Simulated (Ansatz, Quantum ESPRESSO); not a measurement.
## NbRu (Pm-3m): electron–phonon coupling with Quantum ESPRESSO

What λ does ph.x give for NbRu (Pm-3m), and how does it hang on the broadening? The first relaxation steps of the session are not shown, so no cell shown is the starting entry, unless a step says so.

Method: DFT PBEsol, scalar-relativistic, plane waves, PAW, in the first sound run; inputs show where later runs differ, in Ansatz 0.2.0 and Quantum ESPRESSO 7.5.

This is a report of a sequence of runs, with most program output left out.

### 1. The cell after earlier relaxation steps

The structure is cubic, space group Pm-3m (No. 221). The conventional cell has a = 3.142 Å, b = 3.142 Å, c = 3.142 Å, α = 90.00°, β = 90.00°, γ = 90.00°. Nearest to Nb lie 8 Ru at 2.72 Å. Ru has 8 Nb at 2.72 Å nearest. Farther neighbours are not listed.

### 2. Relaxation

The structure is brought to rest under this functional. Earlier relaxation steps are not shown.

input.yaml

```yaml
crystal:
  lattice:
    - [3.1422975661, 0.0, 0.0]
    - [0.0, 3.1422975661, 0.0]
    - [0.0, 0.0, 3.1422975661]
  atoms:
    - { symbol: Nb, position: [0.0, 0.0, 0.0] }
    - { symbol: Ru, position: [0.5, 0.5, 0.5] }
kpoints:
  mp_grid: { grid: [10, 10, 10] }
hamiltonian:
  xc: pbesol
scf:
  occupations: { method: gaussian, width: 0.1 }
output:
  forces: true
  stress: true
  eigenvalues: true
relax:
  adjacent_minimum: "off"
  f_tol: 0.005
  max_steps: 80
  cell: { stress_tol: 0.05 }
```

Run with:

```bash
$ ansatz run input.yaml --threads 4 --pin off --max-ram 8192MiB --backend cpu --events-out ev --progress --plain --runs-dir out
```

The job ended after 2.1 s (4 threads of Arm Neoverse V2, shared host; peak memory 0.34 GiB; 7.1 s of CPU time).

Little changed from the start: no atom moved by 0.005 Å and no cell edge by 0.1 %.

This step gave:

| Item | Value |
| --- | --- |
| pressure | -0.002580 GPa |
| volume per atom | 15.48 Å³ |
| metallic on mesh | yes |
| gap on the k-mesh | 0 eV |

The largest force is now zero by symmetry and the largest stress component 0.0026 GPa.

### 3. Ground state with pw.x

ph.x needs a tightly converged ground state on the same k mesh; the cell is that of the step before.

This step: DFT PBEsol, scalar-relativistic, plane waves, GBRV ultrasoft pseudopotentials (Quantum ESPRESSO 7.5).

pw.in

```
&control
   calculation = 'scf'
   prefix = 'x'
   outdir = './tmp'
   pseudo_dir = './pseudo'
   tprnfor = .true.
   tstress = .true.
/
&system
   ibrav = 1
   celldm(1) = 5.93349003
   nat = 2
   ntyp = 2
   ecutwfc = 45.0
   ecutrho = 360.0
   occupations = 'smearing'
   smearing = 'mp'
   degauss = 0.01469973
   nbnd = 24
/
&electrons
   conv_thr = 1.0d-11
   mixing_beta = 0.5
/
ATOMIC_SPECIES
 Nb     92.9064  Nb.upf
 Ru    101.0700  Ru.upf
ATOMIC_POSITIONS crystal
 Nb     0.000000000   0.000000000   0.000000000
 Ru     0.500000000   0.500000000   0.500000000
K_POINTS automatic
 6 6 6 0 0 0
```

Run with:

```bash
$ OMP_NUM_THREADS=1 mpirun -n 4 pw.x -nk 4 -in pw.in > pw.x.log
```

Wall time 3.3 s (4 MPI ranks).

This step gave:

- pressure: -0.02900 GPa

With these potentials, mesh and smearing the cell is at -0.029 GPa.

### 4. Phonons and couplings with ph.x: Methfessel–Paxton smearing of 0.2 eV

ph.x gives each mode's frequency and linewidth; λ of a mode follows from Gaussian double-delta sums over the k mesh, here at four widths.

ph.in

```
phonons and couplings
&inputph
   prefix = 'x'
   outdir = './tmp'
   tr2_ph = 1.0d-15
   fildyn = 'x.dyn'
   fildvscf = 'dvscf'
   ldisp = .true.
   nq1 = 2
   nq2 = 2
   nq3 = 2
   electron_phonon = 'simple'
   el_ph_ngauss = 0
   el_ph_sigma = 0.00734986
   el_ph_nsigma = 4
   alpha_mix(1) = 0.5
   amass(1) = 92.9064
   amass(2) = 101.07
/
```

Run with:

```bash
$ OMP_NUM_THREADS=1 mpirun -n 4 ph.x -nk 4 -in ph.in > ph.x.log
```

Wall time 2.4 min (4 MPI ranks); 9.6 min of CPU time.

Numbers from this step:

```yaml
highest_frequency_solved_or_plainly_interpolated: 217.8 cm⁻¹
```

As ph.x prints them, no sum rule imposed; at the zone centre the sum is no linewidth. Double-delta sums:

```csv
q1,q2,q3,star,mode,omega (meV),"lambda_q, sigma 0.1 eV","lambda_q, sigma 0.2 eV","lambda_q, sigma 0.3 eV","lambda_q, sigma 0.4 eV",half width at sigma 0.2 (meV)
0,0,0,1,1,-0.9418,0,0,0,0,4.14e-5
0,0,0,1,2,-0.9418,0,0,0,0,4.14e-5
0,0,0,1,3,-0.9418,0,0,0,0,4.14e-5
0,0,0,1,4,21.24,2.00e-4,0.0279,0.0824,0.1231,0.06001
0,0,0,1,5,21.24,2.00e-4,0.0279,0.0824,0.1231,0.06001
0,0,0,1,6,21.24,2.00e-4,0.0279,0.0824,0.1231,0.06001
0,0,-0.5,3,1,-9.595,-3.207,-1.736,-1.476,-1.298,0.7622
0,0,-0.5,3,2,-9.595,-3.207,-1.736,-1.476,-1.298,0.7622
0,0,-0.5,3,3,14.75,0.4548,0.426,0.4349,0.4097,0.4419
0,0,-0.5,3,4,16.63,0.0055,0.0187,0.032,0.0434,0.02461
0,0,-0.5,3,5,16.63,0.0055,0.0187,0.032,0.0434,0.02461
0,0,-0.5,3,6,20.5,0.4845,0.3514,0.3153,0.2896,0.7043
0,-0.5,-0.5,3,1,-12.42,-1.349,-1.075,-0.9463,-0.8114,0.79
0,-0.5,-0.5,3,2,-12.42,-1.349,-1.075,-0.9463,-0.8114,0.79
0,-0.5,-0.5,3,3,-4.379,-3.587,-2.294,-3.107,-4.022,0.2098
0,-0.5,-0.5,3,4,15.49,1.00e-4,0.0754,0.1415,0.1538,0.08623
0,-0.5,-0.5,3,5,27,0.057,0.0442,0.0439,0.043,0.1537
0,-0.5,-0.5,3,6,27,0.057,0.0442,0.0439,0.043,0.1537
-0.5,-0.5,-0.5,1,1,14.18,0.3574,0.4904,0.5904,0.6119,0.4705
-0.5,-0.5,-0.5,1,2,14.18,0.3574,0.4904,0.5904,0.6119,0.4705
-0.5,-0.5,-0.5,1,3,14.18,0.3574,0.4904,0.5904,0.6119,0.4705
-0.5,-0.5,-0.5,1,4,21.92,0.015,0.0739,0.1154,0.1169,0.1693
-0.5,-0.5,-0.5,1,5,21.92,0.015,0.0739,0.1154,0.1169,0.1693
-0.5,-0.5,-0.5,1,6,21.92,0.015,0.0739,0.1154,0.1169,0.1693
```

### 5. Electron–phonon run: Methfessel–Paxton smearing of 0.2 eV

A first run on coarse meshes.

This step: DFT PBEsol, scalar-relativistic, plane waves, PAW (Ansatz 0.2.0).

input.yaml

```yaml
crystal:
  lattice:
    - [3.1398677055, 0.0, 0.0]
    - [0.0, 3.1398677055, 0.0]
    - [0.0, 0.0, 3.1398677055]
  atoms:
    - { symbol: Nb, position: [0.0, 0.0, 0.0] }
    - { symbol: Ru, position: [0.5, 0.5, 0.5] }
kpoints:
  mp_grid: { grid: [6, 6, 6] }
hamiltonian:
  xc: pbesol
scf:
  occupations: { method: methfessel_paxton, width: 0.2 }
output:
  eigenvalues: true
phonons:
  method: dfpt
  qmesh: [2, 2, 2]
  temperatures: { t_max: 1000, t_step: 50 }
  qpath:
    path:
      - [[0.0, 0.0, 0.0], [0.0, 0.5, 0.0], [0.5, 0.5, 0.0], [0.0, 0.0, 0.0], [0.5, 0.5, 0.5], [0.0, 0.5, 0.0]]
      - [[0.5, 0.5, 0.5], [0.5, 0.5, 0.0]]
    npoints: 10
  electrical_resistivity:
    mesh: [8, 8, 8]
    temperatures: [20.0, 50.0, 77.0, 100.0, 150.0, 200.0, 300.0, 400.0, 600.0, 800.0]
  electron_occupations: "off"
```

Run with:

```bash
$ ansatz run input.yaml --threads 4 --pin off --max-ram 8192MiB --backend cpu --events-out ev --progress --plain --runs-dir out
```

Run time: 12 s. Hardware: 4 threads; peak memory 0.49 GiB.

The run ended with an error.

The program's message: “electrical resistivity: the mode of lowest frequency at the wavevector [0.0000, -0.5000, -0.5000] is imaginary, -99.70 cm⁻¹ (written negative): the force constants describe an unstable lattice; relax …”

The run stops because a mode is imaginary on the scattering mesh, where no scattering rate is defined; denser k meshes, other smearings and, between solved wavevectors, finer q meshes show whether the instability is real.

### 6. Second program, ground state

This step: DFT PBEsol, scalar-relativistic, plane waves, GBRV ultrasoft pseudopotentials (Quantum ESPRESSO 7.5).

pw.in, as its differences from that of step 3:

```diff
@@ -31,2 +31,2 @@
 K_POINTS automatic
- 6 6 6 0 0 0
+ 10 10 10 0 0 0
```

The mesh is denser.

Run with:

```bash
$ OMP_NUM_THREADS=1 mpirun -n 4 pw.x -nk 4 -in pw.in > pw.x.log
```

Elapsed: 5.4 s, on 4 MPI ranks; 21 s of CPU time.

This step gave:

```yaml
pressure: -0.641 GPa
```

With these potentials, mesh and smearing the cell is at -0.64 GPa.

### 7. Second program, linear response: Methfessel–Paxton smearing of 0.2 eV

ph.in is that of step 4.

Run with:

```bash
$ OMP_NUM_THREADS=1 mpirun -n 4 ph.x -nk 4 -in ph.in > ph.x.log
```

It took 6 min on 4 MPI ranks.

Numbers from this step:

| Quantity | Value |
| --- | --- |
| highest frequency, solved or plainly interpolated | 215.7 cm⁻¹ |

As ph.x prints them, no sum rule imposed; at the zone centre the sum is no linewidth. Double-delta sums:

```csv
q1,q2,q3,star,mode,omega (meV),"lambda_q, sigma 0.1 eV","lambda_q, sigma 0.2 eV","lambda_q, sigma 0.3 eV","lambda_q, sigma 0.4 eV",half width at sigma 0.2 (meV)
0,0,0,1,1,-0.9631,0,0,0,0,8.27e-5
0,0,0,1,2,-0.9631,0,0,0,0,8.27e-5
0,0,0,1,3,-0.9631,0,0,0,0,8.27e-5
0,0,0,1,4,18.25,0.0938,0.1044,0.1577,0.1883,0.1749
0,0,0,1,5,18.25,0.0938,0.1044,0.1577,0.1883,0.1749
0,0,0,1,6,18.25,0.0938,0.1044,0.1577,0.1883,0.1749
0,0,-0.5,3,1,-8.564,-4.431,-2.566,-1.962,-1.621,0.9464
0,0,-0.5,3,2,-8.564,-4.431,-2.566,-1.962,-1.621,0.9464
0,0,-0.5,3,3,10.61,2.026,1.1,0.9739,0.9168,0.622
0,0,-0.5,3,4,15.85,0.1143,0.1001,0.0818,0.0749,0.1264
0,0,-0.5,3,5,15.85,0.1143,0.1001,0.0818,0.0749,0.1264
0,0,-0.5,3,6,20.26,0.6591,0.486,0.4175,0.3604,1.003
0,-0.5,-0.5,3,1,-14.79,-1.055,-0.9496,-0.7543,-0.6129,1.045
0,-0.5,-0.5,3,2,-14.79,-1.055,-0.9496,-0.7543,-0.6129,1.045
0,-0.5,-0.5,3,3,-5.256,-2.609,-2.623,-2.889,-3.006,0.3643
0,-0.5,-0.5,3,4,16.17,0.0118,0.0367,0.0595,0.075,0.04826
0,-0.5,-0.5,3,5,26.74,0.063,0.0589,0.0525,0.0474,0.2118
0,-0.5,-0.5,3,6,26.74,0.063,0.0589,0.0525,0.0474,0.2118
-0.5,-0.5,-0.5,1,1,11.66,1.722,1.335,1.15,1.002,0.9128
-0.5,-0.5,-0.5,1,2,11.66,1.722,1.335,1.15,1.002,0.9128
-0.5,-0.5,-0.5,1,3,11.66,1.722,1.335,1.15,1.002,0.9128
-0.5,-0.5,-0.5,1,4,20.41,0.0997,0.1325,0.1759,0.1805,0.2776
-0.5,-0.5,-0.5,1,5,20.41,0.0997,0.1325,0.1759,0.1805,0.2776
-0.5,-0.5,-0.5,1,6,20.41,0.0997,0.1325,0.1759,0.1805,0.2776
```

For the highest frequency, solved or plainly interpolated, step 4 gave 218 cm⁻¹; this run, with k-mesh 10×10×10, gives 216 cm⁻¹.

### 8. Outcome

* phonon run of the rows without a label of their own: PBEsol, q 2×2×2, k 10×10×10

**Reading.** In the run with Methfessel–Paxton smearing of 0.2 eV: a mode at q = (0, -0.5, -0.5) is imaginary, 119i cm⁻¹, so the lattice is unstable on these meshes and at this level, and no λ is read from its Gaussian sums. Under gradient-corrected functionals ph.x can misplace modes where the density is low; no frozen-phonon run checks these frequencies.

[Logs are printed without paths, hosts, clocks, repeated set-up lines and the standing remarks that a program may print on its own settings, such as how far it seeks lower states.]

[Hosts, paths, dates, database ids (printed as entryN), source tags and the programs' standing remarks are cut or masked in the printed files.]
